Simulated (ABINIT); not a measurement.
# LiBeH3 (Pm-3m): Raman and infrared activity, part 2 of 3

Aim: Raman and infrared lines of LiBeH3 (Pm-3m).

ABINIT 10.8.3; DFT LDA, scalar-relativistic, plane waves, PseudoDojo norm-conserving pseudopotentials.

So far. Step 5 (Relaxation): The volume changes by -0.2 % in this run and stands -30.8 % from the first cell. Step 6 (Ground state): The cell stands at -0.49 GPa: the relaxation ran with a smoothed and higher cutoff and on another k mesh. The relaxed cell has a = 3.121 Å (conventional setting).

The structure was built from a prototype and need not be the compound's stable phase.

### Step 8. Zone-centre response

The derivative of the wavefunctions by k comes first, since the response to a field is built on it; then the field and the displacements that symmetry doesn't supply are solved at q = 0. By the 2n+1 theorem the first-order wavefunctions also give third derivatives: Raman tensors and the non-linear susceptibility.

It reads the wavefunctions written in step 6.

dfpt_gamma.abi reads:

```
ndtset 3

# common to the responses
getwfk_filepath "gso_WFK"
kptopt 2
nqpt 1
qpt 0.0 0.0 0.0
asr 0
chneut 0

# d/dk
rfelfd1 2
rfdir1 1 1 1
iscf1 -3
tolwfr1 1.0d-20

# displacements, field
rfphon2 1
rfatpol2 1 5
rfdir2 1 1 1
rfelfd2 3
getddk2 1
tolvrs2 1.0d-10
prepanl2 1
prtden2 1

# third order
optdriver3 5
getden_filepath3 "gso_DEN"
get1den3 2
get1wf3 2
getddk3 1
d3e_pert1_elfd3 1
d3e_pert1_phon3 1
d3e_pert1_atpol3 1 5
d3e_pert1_dir3 1 1 1
d3e_pert2_elfd3 1
d3e_pert2_dir3 1 1 1
d3e_pert3_elfd3 1
d3e_pert3_dir3 1 1 1
usepead3 1
tolvrs3 1.0d-10

# basis, mesh and filling
ecut 38.0
ngkpt 8 8 8
nshiftk 1
shiftk 0.5 0.5 0.5
istwfk *1
occopt 1
nband 5
nstep 100
diemac 9.0
prtebands 0
prtgsr 0

# cell and atoms
acell 5.898175248 5.898175248 5.898175248
rprim 
    1.0 0.0 0.0
    0.0 1.0 0.0
    0.0 0.0 1.0
ntypat 3
znucl 3 4 1
natom 5
typat 1 2 3 3 3
xred 
    0.0 0.0 0.0
    0.5 0.5 0.5
    0.5 0.5 0.0
    0.5 0.0 0.5
    0.0 0.5 0.5
pp_dirpath "./pseudo"
pseudos "Li.upf, Be.upf, H.upf"
```

Run with:

```
$ OMP_NUM_THREADS=1 mpirun -n 4 abinit dfpt_gamma.abi > dfpt_gamma.log
```

Numbers of over 12 decimals in the logs are rounded to 6 here.

dfpt_gamma.abo, the main output file:

```text
[banners, grids, parts of the stress and lines that vanish by symmetry left out]
- input  file    -> dfpt_gamma.abi
- output file    -> dfpt_gamma.abo
- root for input  files -> dfpt_gammai
[...]
DATASET    1 : space group Pm -3 m (#221); Bravais cP (primitive cubic)
[...]
nfft =       46656          nkpt =         256
[...]
DATASET    2 : space group Pm -3 m (#221); Bravais cP (primitive cubic)
[...]
nfft =       46656          nkpt =         256
[...]
DATASET    3 : space group Pm -3 m (#221); Bravais cP (primitive cubic)
[...]
mpw =        2312          nfft =       46656          nkpt =         256
[...]
== DATASET  1 ==================================================================
[...]
cutoff_energies: {ecut:  38.0, pawecutdg:  -1.0, }
[...]
-  1.00000   1.00000  180309                  znucl, zion, pspdat
[...]
Perturbation : derivative vs k along direction   1
[...]
-ETOT  1  -12.147412737385     -1.215E+01 6.976E-02 0.000E+00
 ETOT  2  -12.151452129949     -4.039E-03 4.284E-05 0.000E+00
 ETOT  3  -12.151453613131     -1.483E-06 3.470E-08 0.000E+00
 ETOT  4  -12.151453614248     -1.117E-09 2.353E-11 0.000E+00
 ETOT  5  -12.151453614249     -1.078E-12 3.702E-14 0.000E+00
[...]
At SCF step    8   max residual=  9.84E-21 < tolwfr=  1.00E-20 =>converged.
[...]
Perturbation : derivative vs k along direction   2
[...]
-ETOT  1  -12.147372041510     -1.215E+01 6.976E-02 0.000E+00
[...]
At SCF step    8   max residual=  9.84E-21 < tolwfr=  1.00E-20 =>converged.
[...]
Perturbation : derivative vs k along direction   3
[...]
-ETOT  1  -12.147412727618     -1.215E+01 6.976E-02 0.000E+00
[...]
At SCF step    8   max residual=  9.84E-21 < tolwfr=  1.00E-20 =>converged.
[...]
1        1       1.1105868356    0.0000000000
     1        2       0.0000000000    0.0000000000
     1        3       0.0000000000    0.0000000000
     2        1       0.0000000000    0.0000000000
     2        2       1.1105868356    0.0000000000
     2        3       0.0000000000    0.0000000000
     3        1       0.0000000000    0.0000000000
     3        2       0.0000000000    0.0000000000
     3        3       1.1105868356    0.0000000000
[...]
== DATASET  2 ==================================================================
[...]
cutoff_energies: {ecut:  38.0, pawecutdg:  -1.0, }
[...]
Perturbation : displacement of atom   1   along direction   1
[...]
-ETOT  1  0.397425     -1.179E+03 1.496E+01 2.858E+02
[...]
At SCF step    8       vres2   =  1.32E-12 < tolvrs=  1.00E-10 =>converged.
[...]
Perturbation : displacement of atom   2   along direction   1
[...]
-ETOT  1   2.938821     -2.744E+03 5.843E+01 2.145E+03
[...]
At SCF step    8       vres2   =  2.02E-12 < tolvrs=  1.00E-10 =>converged.
[...]
Perturbation : displacement of atom   3   along direction   1
[...]
-ETOT  1  0.956647     -3.644E+01 8.834E-02 5.579E+02
[...]
At SCF step    8       vres2   =  3.22E-13 < tolvrs=  1.00E-10 =>converged.
[...]
Perturbation : displacement of atom   3   along direction   3
[...]
-ETOT  1   2.921297     -3.966E+01 3.091E-01 2.145E+03
[...]
At SCF step    8       vres2   =  1.46E-12 < tolvrs=  1.00E-10 =>converged.
[...]
Perturbation : homogeneous electric field along direction   1
[...]
-ETOT  1  -100.00221109244     -1.000E+02 1.379E+00 2.076E+03
[...]
At SCF step    8       vres2   =  5.03E-12 < tolvrs=  1.00E-10 =>converged.
[...]
Perturbation : homogeneous electric field along direction   2
[...]
-ETOT  1  -100.00269680057     -1.000E+02 1.286E+00 2.076E+03
[...]
At SCF step    8       vres2   =  5.12E-12 < tolvrs=  1.00E-10 =>converged.
[...]
Perturbation : homogeneous electric field along direction   3
[...]
-ETOT  1  -100.00221129768     -1.000E+02 1.379E+00 2.076E+03
[...]
ETOT  7  -100.78392531351     -2.757E-11 1.098E-13 9.470E-10
 ETOT  8  -100.78392531351     -6.537E-13 4.280E-16 5.035E-12
 At SCF step    8       vres2   =  5.03E-12 < tolvrs=  1.00E-10 =>converged.
[...]
Dielectric tensor, in cartesian coordinates,
[...]
1    7   1    7         6.4390584336        -0.0000000000
   1    7   2    7        -0.0000000000        -0.0000000000
   1    7   3    7        -0.0000000000        -0.0000000000
   2    7   1    7        -0.0000000000        -0.0000000000
   2    7   2    7         6.4390584336        -0.0000000000
   2    7   3    7        -0.0000000000        -0.0000000000
   3    7   1    7        -0.0000000000        -0.0000000000
   3    7   2    7        -0.0000000000        -0.0000000000
   3    7   3    7         6.4390584336        -0.0000000000
  Effective charges, in cartesian coordinates,
[...]
1    1   1    7         1.2379414394         0.0000000000
   2    1   1    7         0.0000000000         0.0000000000
   3    1   1    7         0.0000000000         0.0000000000
   1    2   1    7         2.1354952540         0.0000000000
   2    2   1    7         0.0000000000         0.0000000000
[...]
Effective charges, in cartesian coordinates,
[...]
2    7   1    5         0.0000000000         0.0000000000
   3    7   1    5         0.0000000000         0.0000000000
   1    7   2    5         0.0000000000         0.0000000000
   2    7   2    5        -0.7156665287         0.0000000000
   3    7   2    5         0.0000000000         0.0000000000
   1    7   3    5         0.0000000000         0.0000000000
   2    7   3    5         0.0000000000         0.0000000000
   3    7   3    5        -0.7156665287         0.0000000000
  Phonon wavevector (reduced coordinates) :  0.00000  0.00000  0.00000
 Phonon energies in Hartree :
[...]
Phonon frequencies in cm-1    :
-  4.403328E-01  4.403331E-01  4.403338E-01  1.190702E+02  1.190702E+02
-  1.190702E+02  5.870799E+02  5.870799E+02  5.870799E+02  8.115510E+02
-  8.115510E+02  8.115510E+02  1.448503E+03  1.448503E+03  1.448503E+03
  Phonon at Gamma, with non-analyticity in the
[...]
Phonon energies in Hartree :
[...]
Phonon frequencies in cm-1    :
-  4.403328E-01  4.403331E-01  1.085823E+00  1.190702E+02  1.190702E+02
-  2.351703E+02  5.870799E+02  5.870799E+02  8.115510E+02  8.115510E+02
-  8.115510E+02  9.714815E+02  1.448503E+03  1.448503E+03  1.674878E+03
  Phonon at Gamma, with non-analyticity in the
[...]
Phonon energies in Hartree :
[...]
Phonon frequencies in cm-1    :
-  4.403328E-01  4.403338E-01  1.085823E+00  1.190702E+02  1.190702E+02
-  2.351703E+02  5.870799E+02  5.870799E+02  8.115510E+02  8.115510E+02
-  8.115510E+02  9.714815E+02  1.448503E+03  1.448503E+03  1.674878E+03
  Phonon at Gamma, with non-analyticity in the
[...]
Phonon energies in Hartree :
[...]
Phonon frequencies in cm-1    :
-  4.403331E-01  4.403338E-01  1.085822E+00  1.190702E+02  1.190702E+02
-  2.351703E+02  5.870799E+02  5.870799E+02  8.115510E+02  8.115510E+02
-  8.115510E+02  9.714815E+02  1.448503E+03  1.448503E+03  1.674878E+03
[...]
== DATASET  3 ==================================================================
[...]
cutoff_energies: {ecut:  38.0, pawecutdg:  -1.0, }
[...]
1          1       -0.000000000       -0.000000000       -0.000000000
[...]
1          2       -0.000000000       -0.000000000       -0.000000000
[...]
1          3       -0.000000000       -0.000000000       -0.000000000
[...]
2          1       -0.000000000       -0.000000000       -0.000000000
[...]
2          2       -0.000000000       -0.000000000       -0.000000000
[...]
2          3       -0.000000000       -0.000000000       -0.000000000
[...]
3          1       -0.000000000       -0.000000000       -0.000000000
[...]
3          2       -0.000000000       -0.000000000       -0.000000000
[...]
3          3       -0.000000000       -0.000000000       -0.000000000
[...]
4          1       -0.000000000       -0.000000000       -0.000000000
[...]
4          2       -0.000000000       -0.000000000       -0.000000000
[...]
4          3       -0.000000000       -0.000000000       -0.000000000
[...]
5          1       -0.000000000       -0.000000000       -0.000000000
[...]
5          2       -0.000000000       -0.000000000       -0.000000000
[...]
5          3       -0.000000000       -0.000000000       -0.000000000
[...]
strten2     0.0000000000E+00  0.0000000000E+00  0.0000000000E+00
           strten3     0.0000000000E+00  0.0000000000E+00  0.0000000000E+00
================================================================================
```

The job ended after 2.8 min (4 MPI ranks of Arm Neoverse V1, shared host).

Read from the output:

```
miss of the charge sum rule                                       : 0.03257 e
largest acoustic frequency at the zone centre before the sum rule : 0.44 cm⁻¹
highest optical zone-centre mode (no LO-TO term)                  : 1448 cm⁻¹
lowest optical zone-centre mode                                   : 119.1 cm⁻¹
mean high-frequency dielectric constant                           : 6.439
largest Born charge in size (third of the trace)                  : 2.135 e
```

Born charge (rows field, columns displacement), before the sum rule (e), principal values of the symmetric part by kind of site:

```
atom  atoms with these values    low  middle   high   mean
 Li1                        1   1.24    1.24   1.24   1.24
 Be2                        1   2.14    2.14   2.14   2.14
  H3                        3  -1.91   -0.72  -0.72  -1.11
```

In full for H3:

```
-0.72  0.00  0.00
 0.00 -0.72  0.00
 0.00  0.00 -1.91
```

High-frequency dielectric tensor:

```
6.44 0.00 0.00
0.00 6.44 0.00
0.00 0.00 6.44
```

The acoustic modes at Γ come out as far as 0.4 cm⁻¹ from zero, where they should vanish, a small numerical error; the Born charges miss their sum rule by 0.033 e, which is fair.

### Step 9. Modes with the sum rule

anaddb reads the merged derivatives, imposes the acoustic sum rule and charge neutrality, and adds the LO-TO term along chosen directions.

anaddb.abi reads:

```
ddb_filepath "gamma_DDB"
output_file "anaddb.abo"
outdata_prefix "anaddb"
asr 1
chneut 1
enunit 2
eivec 1
nph1l 1
qph1l 0.0 0.0 0.0 1.0
dieflag 1
nph2l 3
qph2l 
    1.0 0.0 0.0 0.0
    0.0 0.0 1.0 0.0
    1.0 1.0 1.0 0.0
nlflag 1
ramansr 1
alphon 1
prtmbm 1
```

mrgddb.in reads:

```
gamma_DDB
merged
3
dfpt_gammao_DS2_DDB
dfpt_gammao_DS3_DDB
gso_DDB
```

Run with:

```
$ mrgddb < mrgddb.in > mrgddb.log
$ OMP_NUM_THREADS=1 anaddb anaddb.abi > anaddb.log
```

anaddb.abo, the main output file:

```text
[banners, grids, parts of the stress and lines that vanish by symmetry left out]
-outvars_anaddb: echo values of input variables ----------------------

 Flags :
[...]
Dielectric Tensor and Effective Charges
[...]
Effective charge tensors after
[...]
1          1       -0.000000000       -0.000000000       -0.000000000
[...]
1          2       -0.000000000       -0.000000000       -0.000000000
[...]
1          3       -0.000000000       -0.000000000       -0.000000000
[...]
2          1       -0.000000000       -0.000000000       -0.000000000
[...]
2          2       -0.000000000       -0.000000000       -0.000000000
[...]
2          3       -0.000000000       -0.000000000       -0.000000000
[...]
3          1       -0.000000000       -0.000000000       -0.000000000
[...]
3          2       -0.000000000       -0.000000000       -0.000000000
[...]
3          3       -0.000000000       -0.000000000       -0.000000000
[...]
4          1       -0.000000000       -0.000000000       -0.000000000
[...]
4          2       -0.000000000       -0.000000000       -0.000000000
[...]
4          3       -0.000000000       -0.000000000       -0.000000000
[...]
5          1       -0.000000000       -0.000000000       -0.000000000
[...]
5          2       -0.000000000       -0.000000000       -0.000000000
[...]
5          3       -0.000000000       -0.000000000       -0.000000000
[...]
Phonon wavevector (reduced coordinates) :  0.00000  0.00000  0.00000
 Phonon energies in Hartree :
[...]
Phonon energies in meV     :
-  0.000000E+00  0.000000E+00  0.000000E+00  1.476278E+01  1.476278E+01
-  1.476278E+01  7.278863E+01  7.278863E+01  7.278863E+01  1.006195E+02
-  1.006195E+02  1.006195E+02  1.795915E+02  1.795915E+02  1.795915E+02
 Phonon frequencies in cm-1    :
-  0.000000E+00  0.000000E+00  0.000000E+00  1.190698E+02  1.190698E+02
-  1.190698E+02  5.870799E+02  5.870799E+02  5.870799E+02  8.115510E+02
-  8.115510E+02  8.115510E+02  1.448503E+03  1.448503E+03  1.448503E+03
 Phonon frequencies in Thz     :
-  0.000000E+00  0.000000E+00  0.000000E+00  3.569624E+00  3.569624E+00
-  3.569624E+00  1.760021E+01  1.760021E+01  1.760021E+01  2.432969E+01
-  2.432969E+01  2.432969E+01  4.342504E+01  4.342504E+01  4.342504E+01
 Phonon energies in Kelvin  :
-  0.000000E+00  0.000000E+00  0.000000E+00  1.713149E+02  1.713149E+02
-  1.713149E+02  8.446770E+02  8.446770E+02  8.446770E+02  1.167641E+03
-  1.167641E+03  1.167641E+03  2.084073E+03  2.084073E+03  2.084073E+03
[...]
-  1  0.00000000E+00 -3.50532789E-07  5.37658453E-03
-     0.00000000E+00  0.00000000E+00  0.00000000E+00
-  2  0.00000000E+00 -3.50532394E-07  5.37657847E-03
-     0.00000000E+00  0.00000000E+00  0.00000000E+00
-  3  0.00000000E+00 -3.50532266E-07  5.37657743E-03
-     0.00000000E+00  0.00000000E+00  0.00000000E+00
-  4  0.00000000E+00 -3.50532326E-07  5.37657651E-03
-     0.00000000E+00  0.00000000E+00  0.00000000E+00
-  5  0.00000000E+00 -3.50532266E-07  5.37657651E-03
-     0.00000000E+00  0.00000000E+00  0.00000000E+00
[...]
-  1  2.71729725E-07 -5.37658452E-03 -3.50534098E-07
-     0.00000000E+00  0.00000000E+00  0.00000000E+00
-  2  2.71729419E-07 -5.37657847E-03 -3.50533704E-07
-     0.00000000E+00  0.00000000E+00  0.00000000E+00
-  3  2.71729319E-07 -5.37657650E-03 -3.50533635E-07
-     0.00000000E+00  0.00000000E+00  0.00000000E+00
-  4  2.71729319E-07 -5.37657742E-03 -3.50533575E-07
-     0.00000000E+00  0.00000000E+00  0.00000000E+00
-  5  2.71729366E-07 -5.37657650E-03 -3.50533575E-07
-     0.00000000E+00  0.00000000E+00  0.00000000E+00
[...]
-  1  5.37658453E-03  2.71731414E-07  0.00000000E+00
-     0.00000000E+00  0.00000000E+00  0.00000000E+00
-  2  5.37657848E-03  2.71731108E-07  0.00000000E+00
-     0.00000000E+00  0.00000000E+00  0.00000000E+00
-  3  5.37657651E-03  2.71731009E-07  0.00000000E+00
-     0.00000000E+00  0.00000000E+00  0.00000000E+00
-  4  5.37657651E-03  2.71731055E-07  0.00000000E+00
-     0.00000000E+00  0.00000000E+00  0.00000000E+00
[...]
-  4  7.05996202E-03 -4.72225088E-06  0.00000000E+00
[...]
-  5 -2.09819836E-02  1.58893041E-06  0.00000000E+00
[...]
-     1         -0.000000     0.000000     0.000001     0.000001
-     2         -0.000000    -0.000001     0.000000     0.000001
[...]
-    14          0.000000    -1.359249     0.000000     1.359249
-    15          1.359249    -0.000000    -0.000000     1.359249
[...]
-   1     Real    0.0000E+00  0.0000E+00  0.0000E+00  0.0000E+00  0.0000E+00  0.0000E+00  0.0000E+00
[...]
-   2     Real    0.0000E+00  0.0000E+00  0.0000E+00  0.0000E+00  0.0000E+00  0.0000E+00  0.0000E+00
[...]
-   3     Real    0.0000E+00  0.0000E+00  0.0000E+00  0.0000E+00  0.0000E+00  0.0000E+00  0.0000E+00
[...]
-   4     Real    0.0000E+00  0.0000E+00  3.4125E-04  0.0000E+00  0.0000E+00  0.0000E+00  3.4125E-04
[...]
-   5     Real    0.0000E+00  3.4125E-04  0.0000E+00  0.0000E+00  0.0000E+00  0.0000E+00  3.4125E-04
[...]
-   6     Real    3.4125E-04  0.0000E+00  0.0000E+00  0.0000E+00  0.0000E+00  0.0000E+00  3.4125E-04
[...]
-   7     Real    0.0000E+00  0.0000E+00  1.6219E-03  0.0000E+00  0.0000E+00  0.0000E+00  1.6219E-03
[...]
-   8     Real    0.0000E+00  1.6219E-03  0.0000E+00  0.0000E+00  0.0000E+00  0.0000E+00  1.6219E-03
[...]
-   9     Real    1.6219E-03  0.0000E+00  0.0000E+00  0.0000E+00  0.0000E+00  0.0000E+00  1.6219E-03
[...]
-  10     Real    0.0000E+00  0.0000E+00  0.0000E+00  0.0000E+00  0.0000E+00  0.0000E+00  0.0000E+00
[...]
-  11     Real    0.0000E+00  0.0000E+00  0.0000E+00  0.0000E+00  0.0000E+00  0.0000E+00  0.0000E+00
[...]
-  12     Real    0.0000E+00  0.0000E+00  0.0000E+00  0.0000E+00  0.0000E+00  0.0000E+00  0.0000E+00
[...]
-  13     Real    0.0000E+00  0.0000E+00  9.9845E-04  0.0000E+00  0.0000E+00  0.0000E+00  9.9845E-04
[...]
-  14     Real    0.0000E+00  9.9845E-04  0.0000E+00  0.0000E+00  0.0000E+00  0.0000E+00  9.9845E-04
[...]
-  15     Real    9.9845E-04  0.0000E+00  0.0000E+00  0.0000E+00  0.0000E+00  0.0000E+00  9.9845E-04
[...]
-         0.000000000       0.000000000       0.000000000
-         0.000000000       0.000000000       0.000000000
-         0.000000000       0.000000000       0.000000000
[...]
-         0.000000000       0.000000000       0.000000000
-         0.000000000       0.000000000       0.000000000
-         0.000000000       0.000000000       0.000000000
[...]
Phonon at Gamma, with non-analyticity in the
[...]
Phonon energies in Hartree :
[...]
Phonon energies in meV     :
-  0.000000E+00  0.000000E+00  0.000000E+00  1.476278E+01  1.476278E+01
-  2.918229E+01  7.278863E+01  7.278863E+01  1.006195E+02  1.006195E+02
-  1.006195E+02  1.207491E+02  1.795915E+02  1.795915E+02  2.078329E+02
 Phonon frequencies in cm-1    :
-  0.000000E+00  0.000000E+00  0.000000E+00  1.190698E+02  1.190698E+02
[...]
Phonon frequencies in Thz     :
[...]
Phonon energies in Kelvin  :
[...]
-  1  0.00000000E+00  0.00000000E+00 -5.37658454E-03
[...]
-  2  0.00000000E+00  0.00000000E+00 -5.37657848E-03
[...]
-  3  0.00000000E+00  0.00000000E+00 -5.37657744E-03
[...]
-  4  0.00000000E+00  0.00000000E+00 -5.37657652E-03
[...]
Phonon at Gamma, with non-analyticity in the
[...]
Phonon energies in Hartree :
[...]
Phonon energies in meV     :
[...]
Phonon frequencies in cm-1    :
[...]
Phonon frequencies in Thz     :
[...]
Phonon energies in Kelvin  :
[...]
Phonon at Gamma, with non-analyticity in the
[...]
Phonon energies in Hartree :
[...]
Phonon energies in meV     :
[...]
Phonon frequencies in cm-1    :
[...]
Phonon frequencies in Thz     :
[...]
Phonon energies in Kelvin  :
[...]
-  3.386464E+02  8.446770E+02  8.446770E+02  1.167641E+03  1.167641E+03
-  1.167641E+03  1.401235E+03  2.084073E+03  2.084073E+03  2.411801E+03
[...]
-  4  5.60159333E-03  1.18254420E-02 -1.62260006E-03
[...]
-  5 -1.66477581E-02 -3.97899327E-03 -1.62260006E-03
[...]
-         0.000000000       0.000000000       0.000000000
-         0.000000000       0.000000000       0.000000000
[...]
Direction                     Dielectric constant
[...]
0.00000   0.00000   1.00000     92.73049380
   1.00000   1.00000   1.00000     92.73049380
-
```

Run time: 1.5 s. Hardware: 1 thread.

This step gave:

- mean static dielectric constant: 92.73
- highest mode moved by the LO-TO term: 1676 cm⁻¹

No LO-TO term; unit eigenvectors of the mass-weighted matrix, from anaddb's displacements. The modes at Γ (shares of kinetic energy by element, %):

```
mode  frequency (cm⁻¹)  symmetry  Li %  Be %  H %
   1               0.0  acoustic    37    47   16
   2               0.0  acoustic    37    47   16
   3               0.0  acoustic    37    47   16
   4             119.1       T1u    62    21   16
   5             119.1       T1u    62    21   16
   6             119.1       T1u    62    21   16
   7             587.1       T1u     1    31   68
   8             587.1       T1u     1    31   68
   9             587.1       T1u     1    31   68
  10             811.6       T2u     0     0  100
  11             811.6       T2u     0     0  100
  12             811.6       T2u     0     0  100
  13            1448.5       T1u     0     1   99
  14            1448.5       T1u     0     1   99
  15            1448.5       T1u     0     1   99
```

Displacements in mode 4 (119.1 cm⁻¹), the largest set to 1:
```
Li1  0.00  0.00 -1.00
Be2  0.00  0.00  0.51
H3   0.00  0.00  0.67
H4   0.00  0.00  0.83
H5   0.00  0.00  0.83
```

Displacements in mode 13 (1448.5 cm⁻¹), the largest set to 1:
```
Li1  0.00  0.00  0.00
Be2  0.00  0.00  0.03
H3   0.00  0.00 -1.00
H4   0.00  0.00  0.34
H5   0.00  0.00  0.34
```

Trace of the oscillator strength, degenerate modes summed. Lines of the infrared spectrum (strongest = 100):

```
position (cm⁻¹)  lines merged  IR intensity, relative
            119             3                      21
            587             3                     100
            812             3                     0.0
           1448             3                      62
```

Static dielectric tensor (ions relaxed, fixed cell):

```
92.73  0.00  0.00
 0.00 92.73  0.00
 0.00  0.00 92.73
```

The rule moves no optical mode by more than 0.1 cm⁻¹.

(Part 2 of 3 ends here.)

[Host names and launcher messages were left out of these logs when they were recorded.]

[Logs are printed without paths, hosts, clocks, repeated set-up lines and the standing remarks that a program may print on its own settings, such as how far it seeks lower states.]

[Hosts, paths, dates, database ids (printed as entryN), source tags and the programs' standing remarks are cut or masked in the printed files.]
